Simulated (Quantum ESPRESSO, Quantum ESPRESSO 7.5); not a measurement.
# Li(110): thickness series by an ASE script

Wanted: a thickness series of Li(110), driven from Python.

Calculated with Quantum ESPRESSO 7.5; plane-wave DFT, PBE, GBRV ultrasoft pseudopotentials.

Experimental background.

“Anisotropic work function of elemental crystals” (2019, arxiv:1902.07811) quotes from earlier work for Li (polycrystalline sample, no single face): work function, loosely compared (polycrystalline sample, no single face) 2.93 eV.

## Step 1: Set-up

The cell holds 8 atoms: 8 Li. Its edges and angles: a = 3.022 Å, b = 3.022 Å, c = 32.275 Å, α = 90.0°, β = 90.0°, γ = 70.5°. It derives from Li. Vacuum lies along c.

Structure file:

```
CELL_PARAMETERS angstrom
2.46780 -1.74500 0.00000
2.46780 1.74500 0.00000
0.00000 0.00000 32.27462
ATOMIC_POSITIONS crystal
Li 0.00000 0.00000 0.23238
Li 0.50000 0.50000 0.30884
Li 0.00000 0.00000 0.38531
Li 0.50000 0.50000 0.46177
Li 0.00000 0.00000 0.53823
Li 0.50000 0.50000 0.61469
Li 0.00000 0.00000 0.69116
Li 0.50000 0.50000 0.76762
```

## Step 2: The script

ASE writes the inputs, starts pw.x and reads the results. Under ESM bc1 the zero of energy of a symmetric slab is the vacuum, so the work function is minus the Fermi level.

File run.py:

```python
import json
import numpy as np
from ase.build import bcc110
from ase.calculators.espresso import Espresso, EspressoProfile

profile = EspressoProfile(command='mpirun -n 2 pw.x -nk 2', pseudo_dir='../pseudo')
pseudopotentials = {'Li': 'li_pbe_v1.4.uspp.F.UPF'}
system = {'ecutwfc': 40, 'ecutrho': 200, 'occupations': 'smearing', 'smearing': 'mv', 'degauss': 0.02}


def calculator(name, kpts, **extra):
    data = dict(control=dict(tprnfor=True, verbosity='high', disk_io='none'),
                system=system | extra,
                electrons=dict(conv_thr=1e-07, mixing_beta=0.4, mixing_mode='local-TF',
                               electron_maxstep=100))
    return Espresso(profile=profile, directory=name, pseudopotentials=pseudopotentials, kpts=kpts, input_data=data)


def centre(atoms):
    z = atoms.positions[:, 2]
    atoms.positions[:, 2] -= (z.max() + z.min()) / 2  # ESM wants the slab about z = 0
    return atoms


rows = []
for n in [3, 4, 5, 6, 7, 8]:
    slab = centre(bcc110('Li', size=(1, 1, n), a=3.49, vacuum=7.5, periodic=True))
    slab.set_initial_magnetic_moments([0.0] * n)
    slab.calc = calculator(f'n{n}', (12, 12, 1), assume_isolated='esm', esm_bc='bc1')
    energy = slab.get_potential_energy()
    work = -slab.calc.get_fermi_level()
    force = slab.get_forces()[-1, 2]
    rows.append([n, energy, work, force])
    print(f'{n} layers: E = {energy:.5f} eV, work function {work:.3f} eV, force on the top atom {force:+.3f} eV/A')

n, energy = np.array(rows)[:, :2].T
slope, offset = np.polyfit(n[1:], energy[1:], 1)
area = np.linalg.norm(np.cross(*slab.cell[:2]))
gamma = offset / (2 * area) * 16.0218
print(f'bulk energy from the slope {slope:.5f} eV an atom; unrelaxed surface energy {gamma:.3f} J/m^2')
json.dump(dict(rows=rows, slope=slope, gamma=gamma), open('result.json', 'w'))
```

Launch:

```sh
$ OMP_NUM_THREADS=1 python run.py
```

Output:

```text
3 layers: E = -590.16644 eV, work function 3.338 eV, force on the top atom -0.100 eV/A
4 layers: E = -787.07404 eV, work function 3.287 eV, force on the top atom -0.097 eV/A
5 layers: E = -983.97160 eV, work function 3.242 eV, force on the top atom -0.099 eV/A
6 layers: E = -1180.87590 eV, work function 3.230 eV, force on the top atom -0.103 eV/A
7 layers: E = -1377.77127 eV, work function 3.227 eV, force on the top atom -0.103 eV/A
8 layers: E = -1574.67483 eV, work function 3.232 eV, force on the top atom -0.105 eV/A
bulk energy from the slope -196.90013 eV an atom; unrelaxed surface energy 0.490 J/m^2
```

Elapsed: 15 min, on 2 MPI ranks of Arm Neoverse N1, shared host; peak memory 0.37 GiB.

The input that ASE wrote for the first run, and its log:

```
&CONTROL
   verbosity        = 'high'
   tprnfor          = .true.
   disk_io          = 'none'
   pseudo_dir       = '../pseudo'
/
&SYSTEM
   ecutwfc          = 40
   ecutrho          = 200
   occupations      = 'smearing'
   degauss          = 0.02
   smearing         = 'mv'
   assume_isolated  = 'esm'
   esm_bc           = 'bc1'
   ntyp             = 1
   nat              = 3
   ibrav            = 0
/
&ELECTRONS
   electron_maxstep = 100
   conv_thr         = 1e-07
   mixing_mode      = 'local-TF'
   mixing_beta      = 0.4
/
&IONS
/
&CELL
/
&FCP
/
&RISM
/
ATOMIC_SPECIES
Li 6.94 li_pbe_v1.4.uspp.F.UPF

K_POINTS automatic
12 12 1  0 0 0

CELL_PARAMETERS angstrom
3.49000000000000 0.00000000000000 0.00000000000000
1.74500000000000 2.46780266634105 0.00000000000000
0.00000000000000 0.00000000000000 19.93560533268210

ATOMIC_POSITIONS angstrom
Li 0.0000000000 0.0000000000 -2.4678026663  
Li 0.0000000000 2.4678026663 0.0000000000  
Li 0.0000000000 0.0000000000 2.4678026663
```

```text
Program PWSCF v.7.5 starts
[citation notice left out]

     Parallel version (MPI & OpenMP), running on       2 processor cores
     Number of MPI processes:                 2
     Threads/MPI process:                     1

     MPI processes distributed on     1 nodes
[... 1 line left out ...]

Warning: card &CELL ignored
Warning: card &FCP ignored
Warning: card &RISM ignored

     Current dimensions of program PWSCF are:
     Max number of different atomic species (ntypx) = 10
     Max number of k-points (npk) =  40000
     Max angular momentum in pseudopotentials (lmaxx) =  4
     Message from routine setup:
     using ibrav=0 with symmetry is DISCOURAGED, use correct ibrav instead

     K-points division:     npool     =       2
     Subspace diagonalization in iterative solution of the eigenvalue problem:
     a serial algorithm will be used

     G-vector sticks info
     --------------------
     sticks:   dense  smooth     PW     G-vecs:    dense   smooth      PW
     Sum         483     395    129                55291    39713    7813

     Using Slab Decomposition

     bravais-lattice index     =            0
     lattice parameter (alat)  =       6.5951  a.u.
     unit-cell volume          =    1158.6757 (a.u.)^3
     number of atoms/cell      =            3
     number of atomic types    =            1
     number of electrons       =         9.00
     number of Kohn-Sham states=            9
     kinetic-energy cutoff     =      40.0000  Ry
     charge density cutoff     =     200.0000  Ry
     scf convergence threshold =      1.0E-07
     mixing beta               =       0.4000
     number of iterations used =            8  local-TF  mixing
     Exchange-correlation=  SLA  PW   PBX  PBC
                           (   1   4   3   4   0   0   0)

     Effective Screening Medium Method
     =================================
     Boundary Conditions: Vacuum-Slab-Vacuum
     total charge in unit cell        =   0.0000
     grid points for fit at edges     =        4

[... 10 lines left out ...]
     PseudoPot. # 1 for Li read from file:
     ../pseudo/li_pbe_v1.4.uspp.F.UPF
     Pseudo is Ultrasoft, Zval =  3.0
     Generated by new atomic code, or converted to UPF format
     Using radial grid of  751 points,  5 beta functions with:
                l(1) =   0
                l(2) =   0
                l(3) =   0
                l(4) =   1
                l(5) =   1
     Q(r) pseudized with 10 coefficients,  rinner =    1.150   1.150   1.150

     atomic species   valence    mass     pseudopotential
     Li                3.00     6.94000     Li( 1.00)

      8 Sym. Ops., with inversion, found

                                    s                        frac. trans.

      isym =  1     identity

 cryst.   s( 1) = (     1          0          0      )
                  (     0          1          0      )
                  (     0          0          1      )

[... 458 lines left out ...]
     c_bands:  1 eigenvalues not converged
     c_bands:  1 eigenvalues not converged
[... 1 line left out ...]

     negative rho (up, down):  2.463E-06 0.000E+00

[... 1 line left out ...]

     End of self-consistent calculation

          k = 0.0000 0.0000 0.0000 (  4977 PWs)   bands (ev):

   -50.3783 -50.3782 -49.9782  -6.5947  -5.6102  -4.0154  -3.0451  -0.5843
     0.0437

     occupation numbers
     1.0000   1.0000   1.0000   1.0000   1.0000   1.0108   0.0224   0.0000
     0.0000

[... 252 lines left out ...]

     the Fermi energy is    -3.3380 ev

!    total energy              =     -43.37643676 Ry
     estimated scf accuracy    <       0.00000010 Ry
     smearing contrib. (-TS)   =      -0.00100300 Ry
     internal energy E=F+TS    =     -43.37543376 Ry

     The total energy is F=E-TS. E is the sum of the following terms:
     one-electron contribution =     119.08414262 Ry
     hartree contribution      =     -64.66055941 Ry
     xc contribution           =     -10.06229628 Ry
     ewald contribution        =     -87.73672069 Ry

     convergence has been achieved in  11 iterations

     Forces acting on atoms (cartesian axes, Ry/au):

     atom    1 type  1   force =     0.00000000    0.00000000    0.00389179
     atom    2 type  1   force =     0.00000000    0.00000000    0.00000000
     atom    3 type  1   force =     0.00000000   -0.00000000   -0.00389179
     The non-local contrib.  to forces
     atom    1 type  1   force =     0.00000000    0.00000000   -0.06306120
     atom    2 type  1   force =     0.00000000    0.00000000    0.00000000
     atom    3 type  1   force =     0.00000000    0.00000000    0.06306120
     The ionic contribution  to forces
     atom    1 type  1   force =    -0.00000000   -0.00000000   -7.30558692
     atom    2 type  1   force =     0.00000000    0.00000000    0.00000000
     atom    3 type  1   force =    -0.00000000   -0.00000000    7.30558692
     The local contribution  to forces
     atom    1 type  1   force =    -0.00000000   -0.00000000    7.37284639
     atom    2 type  1   force =    -0.00000000    0.00000000   -0.00000059
     atom    3 type  1   force =    -0.00000000   -0.00000000   -7.37284758
     The core correction contribution to forces
     atom    1 type  1   force =     0.00000000    0.00000000    0.00000000
     atom    2 type  1   force =     0.00000000    0.00000000    0.00000000
     atom    3 type  1   force =     0.00000000    0.00000000    0.00000000
     The Hubbard contrib.    to forces
     atom    1 type  1   force =     0.00000000    0.00000000    0.00000000
     atom    2 type  1   force =     0.00000000    0.00000000    0.00000000
     atom    3 type  1   force =     0.00000000    0.00000000    0.00000000
     The SCF correction term to forces
     atom    1 type  1   force =    -0.00000000   -0.00000000   -0.00030707
     atom    2 type  1   force =     0.00000000    0.00000000    0.00000001
     atom    3 type  1   force =    -0.00000000   -0.00000000    0.00030710

     Total force =     0.005504     Total SCF correction =     0.000434
     Message from routine punch:
     Nothing written, as per user request (disk_io='none')

[... 1 line left out ...]

[... 1 line left out ...]

[... 1 line left out ...]

[... 3 lines left out ...]

[... 1 line left out ...]

[... 2 lines left out ...]

[... 1 line left out ...]

[... 1 line left out ...]

=------------------------------------------------------------------------------=
   JOB DONE.
=------------------------------------------------------------------------------=
```

Numbers from this step:

- surface energy: 0.4904 J/m²
- work function of the thickest slab: 3.232 eV

Work function against layers:

| layers | work function (eV) |
| --- | --- |
| 3.00 | 3.34 |
| 4.00 | 3.29 |
| 5.00 | 3.24 |
| 6.00 | 3.23 |
| 7.00 | 3.23 |
| 8.00 | 3.23 |

Force on the top atom along the normal against layers:

| layers | force on the top atom along the normal (eV/Å) |
| --- | --- |
| 3.00 | -0.100 |
| 4.00 | -0.0966 |
| 5.00 | -0.0989 |
| 6.00 | -0.103 |
| 7.00 | -0.103 |
| 8.00 | -0.105 |

Table of energy less the bulk line's slope by layers:

| layers | energy less the bulk line's slope (meV) |
| --- | --- |
| 3.00 | 534 |
| 4.00 | 526 |
| 5.00 | 529 |
| 6.00 | 525 |
| 7.00 | 530 |
| 8.00 | 526 |

## Step 3: Running the series: PBE, SG15 norm-conserving

Level of this step: plane-wave DFT, PBE, SG15 norm-conserving pseudopotentials (Quantum ESPRESSO 7.5).

run.py, as its differences from the input of step 2:

```diff
@@ -6,4 +6,4 @@
 profile = EspressoProfile(command='mpirun -n 2 pw.x -nk 2', pseudo_dir='../pseudo')
-pseudopotentials = {'Li': 'li_pbe_v1.4.uspp.F.UPF'}
-system = {'ecutwfc': 40, 'ecutrho': 200, 'occupations': 'smearing', 'smearing': 'mv', 'degauss': 0.02}
+pseudopotentials = {'Li': 'Li_ONCV_PBE-1.2.upf'}
+system = {'ecutwfc': 60, 'ecutrho': 240, 'occupations': 'smearing', 'smearing': 'mv', 'degauss': 0.02}
```

Launch:

```sh
$ OMP_NUM_THREADS=1 python run.py
```

Output:

```text
3 layers: E = -580.97003 eV, work function 3.336 eV, force on the top atom -0.099 eV/A
4 layers: E = -774.81201 eV, work function 3.283 eV, force on the top atom -0.095 eV/A
5 layers: E = -968.64388 eV, work function 3.243 eV, force on the top atom -0.098 eV/A
6 layers: E = -1162.48251 eV, work function 3.226 eV, force on the top atom -0.100 eV/A
7 layers: E = -1356.31227 eV, work function 3.223 eV, force on the top atom -0.104 eV/A
8 layers: E = -1550.15009 eV, work function 3.229 eV, force on the top atom -0.103 eV/A
bulk energy from the slope -193.83445 eV an atom; unrelaxed surface energy 0.490 J/m^2
```

It took 46 min on 2 MPI ranks; peak memory 0.55 GiB.

This step gave:

| Item | Value |
| --- | --- |
| surface energy | 0.4898 J/m² |
| work function of the thickest slab | 3.229 eV |

The work function by layers:

| layers | work function (eV) |
| --- | --- |
| 3.00 | 3.34 |
| 4.00 | 3.28 |
| 5.00 | 3.24 |
| 6.00 | 3.23 |
| 7.00 | 3.22 |
| 8.00 | 3.23 |

Table of force on the top atom along the normal by layers:

| layers | force on the top atom along the normal (eV/Å) |
| --- | --- |
| 3.00 | -0.0987 |
| 4.00 | -0.0955 |
| 5.00 | -0.0980 |
| 6.00 | -0.0999 |
| 7.00 | -0.104 |
| 8.00 | -0.103 |

Table of energy less the bulk line's slope by layers:

| layers | energy less the bulk line's slope (meV) |
| --- | --- |
| 3.00 | 533 |
| 4.00 | 526 |
| 5.00 | 528 |
| 6.00 | 524 |
| 7.00 | 529 |
| 8.00 | 526 |

## Step 4: The arithmetic

γ = (E_N − N e_bulk)/(2A). The excess of the thickest slab is 0.526 eV and A = 8.613 Å²: 0.526/(2 × 8.613) × 16.02 = 0.49 J/m² (1 eV/Å² = 16.02 J/m²); the fit's intercept gives 0.49.

## Step 5: Results

* work function of the thickest slab, PBE, GBRV ultrasoft: 3.23 eV
* unrelaxed surface energy, PBE, GBRV ultrasoft: 0.49 J/m²
* work function of the thickest slab, PBE, SG15 norm-conserving: 3.23 eV
* unrelaxed surface energy, PBE, SG15 norm-conserving: 0.49 J/m²

**Reading.** The thickest slab gives a work function of 3.23 eV and the series an unrelaxed surface energy of 0.49 J/m² (PBE, GBRV ultrasoft). The work function swings by 0.11 eV over 3 to 8 layers and by 0.00 eV over the last step; confined states crossing the Fermi level and the finite mesh both contribute. From 4 layers on it stays within 0.1 eV. The force on the top atom of the thickest slab points inwards (0.10 eV/Å). The slabs are cut from the bulk at the tabulated lattice constant and not relaxed; the surface energy comes from a straight line through the energies of all but the thinnest slab.

Comparison with the measured values:

| quantity | measured | PBE, GBRV | PBE, SG15 |
| --- | --- | --- | --- |
| work function, loosely compared (polycrystalline sample, no single face) (eV) | 2.93 | 3.23 (+0.30 eV) | 3.23 (+0.30 eV) |

Measured values from arxiv:1902.07811 (2019).

How well it matches: A polycrystal averages over faces, so this is a loose comparison.

[Logs are printed without paths, hosts, clocks, repeated set-up lines and the standing remarks that a program may print on its own settings, such as how far it seeks lower states.]

[Hosts, paths, dates, database ids (printed as entryN), source tags and the programs' standing remarks are cut or masked in the printed files.]

[Maps of the electrostatic potential energy from Ansatz leave out the sawtooth potential of an applied field or a dipole correction, so their vacuum need not be flat; planar profiles and work functions include it.]
